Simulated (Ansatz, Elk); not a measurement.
# How far do independent atoms describe MoAs3PPt?, part 2 of 2

The structure of MoAs3PPt used here is made up (a known structure type with other elements) and was relaxed beforehand with PBE. The aim is the Fourier transform of its all-electron density, F(hkl), set beside the sum over free spherical atoms that refinements use.

Elk 11.2.3 (patched build); all-electron DFT.

So far: The starting structure; Ground state and structure factors.

The structure was built from a prototype and need not be the compound's stable phase.

## (3) The highest occupied states alone

Level of this step: DFT, PBE, all-electron APW+lo, Dirac cores, scalar-relativistic bands, static density, no spin (Elk).

An energy window below the Fermi level keeps the highest occupied states, to see at which angles they scatter; shallow core shells can lie inside it and anion s states outside. No new self-consistency is needed.

elk.in

```
tasks
  195

xctype
  20

spinpol
  .false.

rgkmax
  7.0

gmaxvr
  14.0

lmaxo
  7

lmaxapw
  8

swidth
  0.002

tshift
  .false.

ramdisk
  .false.

hmaxvr
  5.5

maxscl
  120

epspot
  1e-06

wsfac
  -0.095440 0.645550

sppath
  './'

avec
  8.00003433212 -3.69940551348 -0.32272739320
  8.00003433212 3.69940551348 -0.32272739320
  -7.24106300718 0.00000000000 12.30503775051

atoms
  4
  'Pt.in'
  1
  0.1733154462 0.1733154462 0.2438550412   0.000000 0.000000 0.000000
  'Mo.in'
  1
  0.8572306952 0.8572306952 0.8007267688   0.000000 0.000000 0.000000
  'As.in'
  3
  0.1510558478 0.1510558478 0.5633300581   0.000000 0.000000 0.000000
  0.4065274478 0.4065274478 0.0899761855   0.000000 0.000000 0.000000
  0.5821120058 0.5821120058 0.8503789037   0.000000 0.000000 0.000000
  'P.in'
  1
  0.8320585572 0.8320585572 0.4532330427   0.000000 0.000000 0.000000

ngridk
  7 7 4
```

Run with:

```
OMP_NUM_THREADS=4 elk
```

Numbers of over 12 decimals in the logs are rounded to 6 here.

The log of the run:

```text
┌─────────────────────────────────┐
│ Elk code version 11.2.3 started │
└─────────────────────────────────┘

Info(readinput): the functional depends on the density's gradient
 muffin-tin radial points multiplied by    2.00000
 (not where nrmtscf is given)

┌────────────────────┐
│ Current task : 195 │
└────────────────────┘
Info(checkmt): changed muffin-tin radius of species 1 (Pt) from   2.8000 to   2.4195
Info(checkmt): changed muffin-tin radius of species 3 (As) from   2.4000 to   2.1756
Info(checkmt): changed muffin-tin radius of species 4 (P) from   2.2000 to   2.0971

Info(sfacrho): density structure factors written to SFACRHO.OUT

 Energy window :  -0.9544000000E-01  0.6455500000

┌──────────────────┐
│ Elk code stopped │
└──────────────────┘
```

The job ended after 14 s (4 threads of Intel Xeon Platinum 8488C (Sapphire Rapids), shared host; peak memory 0.18 GiB).

States within 12 eV below the Fermi level hold 33.21 electrons; any levels below the window count with the cores, and a count that is not whole means the window cuts a band. Their amplitudes can exceed the total, where window and core parts have opposite phase:

| hkl | sin θ/λ (Å⁻¹) | abs F, window | abs F, all |
| --- | --- | --- | --- |
| 001 | 0.079 | 2.829 | 27.690 |
| 2 0 -1 | 0.118 | 7.696 | 74.939 |
| 200 | 0.140 | 4.291 | 53.795 |
| 2 0 -2 | 0.143 | 5.023 | 50.292 |
| 110 | 0.146 | 3.827 | 56.959 |
| 1 1 -1 | 0.146 | 3.949 | 56.514 |
| 002 | 0.157 | 4.590 | 65.431 |
| 111 | 0.183 | 6.904 | 137.092 |
| 1 1 -2 | 0.184 | 2.407 | 38.077 |
| 201 | 0.195 | 2.665 | 66.299 |

## (4) Another try

In this try the input is made faulty on purpose, to show what that does.

The input is changed as shown.

elk.in: that of step 3 with these lines changed.

```diff
@@ -1,2 +1,3 @@
 tasks
+  0
   195
@@ -39,5 +40,2 @@
 
-wsfac
-  -0.095440 0.645550
-
 sppath
@@ -67,3 +65,3 @@
 
-ngridk
+ngrid
   7 7 4
```

Run with:

```
OMP_NUM_THREADS=4 elk
```

The log of the run:

```text
┌─────────────────────────────────┐
│ Elk code version 11.2.3 started │
└─────────────────────────────────┘

Error(readinput): invalid block name : ngrid
```

It took 0.01 s on 4 threads; peak memory 0.16 GiB.

The program refused the input before any cycle.

The program's message: “Error(readinput): invalid block name : ngrid”

A key was misspelt on purpose.

## (5) Another functional

The difference from free atoms is small, so it is set against the change that LDA (Perdew-Wang) makes.

elk.in: that of step 4 with these lines changed.

```diff
@@ -5,3 +5,3 @@
 xctype
-  20
+  3
 
@@ -65,3 +65,3 @@
 
-ngrid
+ngridk
   7 7 4
```

Run with:

```
OMP_NUM_THREADS=4 elk
```

The log of the run:

```text
┌─────────────────────────┐
│ Elk code version 11.2.3 │
└─────────────────────────┘

All units are atomic (Hartree, Bohr, etc.)

┌─────────────────────────────────────────────────┐
│ Ground-state run starting from atomic densities │
└─────────────────────────────────────────────────┘

Lattice vectors :
   8.000034332      -3.699405513     -0.3227273932
   8.000034332       3.699405513     -0.3227273932
  -7.241063007       0.000000000       12.30503775

Reciprocal lattice vectors :
  0.4022463429     -0.8492155408      0.2367072066
[...]
species : 4 (P)
   atom 1                    :    13.02310861     (  0.5654485078E-03)
 total in muffin-tins        :    222.4481449
 total calculated charge     :    233.9959493
 total charge                :    234.0000000
 error                       :   0.4050651583E-02

┌──────────────────────────────┐
│ Self-consistent loop stopped │
└──────────────────────────────┘

Warning : core states of species 1 leak from the muffin-tin :   0.1127517007E-02

Warning : core states of species 3 leak from the muffin-tin :   0.5685584418E-03

Warning : core states of species 4 leak from the muffin-tin :   0.5654485078E-03

Wrote STATE.OUT
[key lines of the parts left out:]
total energy                :     -29597.106570704
```

It took 1.9 min on 4 threads; peak memory 0.22 GiB.

Against the first run R = 0.02 %; the largest change is -0.059 at 040.

## (6) A coarser k-mesh

About half the k-points along each axis test the sampling.

elk.in: that of step 5 with these lines changed.

```diff
@@ -5,3 +5,3 @@
 xctype
-  3
+  20
 
@@ -66,2 +66,2 @@
 ngridk
-  7 7 4
+  4 4 2
```

Run with:

```
OMP_NUM_THREADS=4 elk
```

The log of the run:

```text
┌─────────────────────────┐
│ Elk code version 11.2.3 │
└─────────────────────────┘

All units are atomic (Hartree, Bohr, etc.)

┌─────────────────────────────────────────────────┐
│ Ground-state run starting from atomic densities │
└─────────────────────────────────────────────────┘

Lattice vectors :
   8.000034332      -3.699405513     -0.3227273932
   8.000034332       3.699405513     -0.3227273932
  -7.241063007       0.000000000       12.30503775

Reciprocal lattice vectors :
  0.4022463429     -0.8492155408      0.2367072066
[...]
species : 4 (P)
   atom 1                    :    13.02521418     (  0.5609119952E-03)
 total in muffin-tins        :    222.3789848
 total calculated charge     :    233.9959947
 total charge                :    234.0000000
 error                       :   0.4005280758E-02

┌──────────────────────────────┐
│ Self-consistent loop stopped │
└──────────────────────────────┘

Warning : core states of species 1 leak from the muffin-tin :   0.1133400789E-02

Warning : core states of species 3 leak from the muffin-tin :   0.5576835932E-03

Warning : core states of species 4 leak from the muffin-tin :   0.5609119952E-03

Wrote STATE.OUT
[key lines of the parts left out:]
total energy                :     -29621.702201201
```

Run time: 44 s. Hardware: 4 threads; peak memory 0.29 GiB; 2.2 min of CPU time.

Against the first run R = 0.01 %; the largest change is +0.018 at 4 0 -5.

## (7) Settings against the effect

| run | R against the first run (%) | R against neutral atoms, low angle (%) | wall time |
| --- | --- | --- | --- |
| PBE, rgkmax 7 | 0.00 | 0.37 | 3.3 min |
| LDA (Perdew-Wang) | 0.02 | 0.37 | 1.9 min |
| k-mesh 4×4×2 | 0.01 | 0.37 | 44 s |

## (8) Outcome

```json
{"R against neutral atoms, sin θ/λ < 0.3 Å⁻¹": "0.37 %", "R against neutral atoms, 0.3 to 0.52 Å⁻¹": "0.18 %"}
```

In words: Independent neutral atoms miss the calculated amplitudes by R = 0.37 % below 0.3 Å⁻¹ and 0.18 % from there to 0.52 Å⁻¹; by shells, 0.29 % below 0.15 Å⁻¹ (6 forms), 0.38 % 0.15 to 0.3 (26 forms), 0.20 % 0.3 to 0.45 (65 forms), 0.13 % above 0.45 (52 forms). Bonding, aspherical density and the tables' own atoms all enter these figures, and the runs don't part them. The largest change of an amplitude is -0.87 electrons, at 020. R counts amplitudes alone; phases shift too. The window's part falls from 33.2 electrons at the origin to at most 0.38 between 0.45 and 0.52 Å⁻¹. Below 0.3 Å⁻¹ the changes that finished (LDA (Perdew-Wang) and k-mesh 4×4×2) move F by R = 0.01 % at most, against the 0.37 % that separates it from free atoms. The basis has no finished test. These runs have no spin, though d or f shells may be open. Spin-orbit coupling is left out, which can matter for elements this heavy. Part of the difference isn't bonding: the tables are fits to free atoms and ions calculated by other methods than this functional. Thermal motion, anomalous dispersion and extinction are left out.

[Logs are printed without paths, hosts, clocks, repeated set-up lines and the standing remarks that a program may print on its own settings, such as how far it seeks lower states.]

[Hosts, paths, dates, database ids (printed as entryN), source tags and the programs' standing remarks are cut or masked in the printed files.]
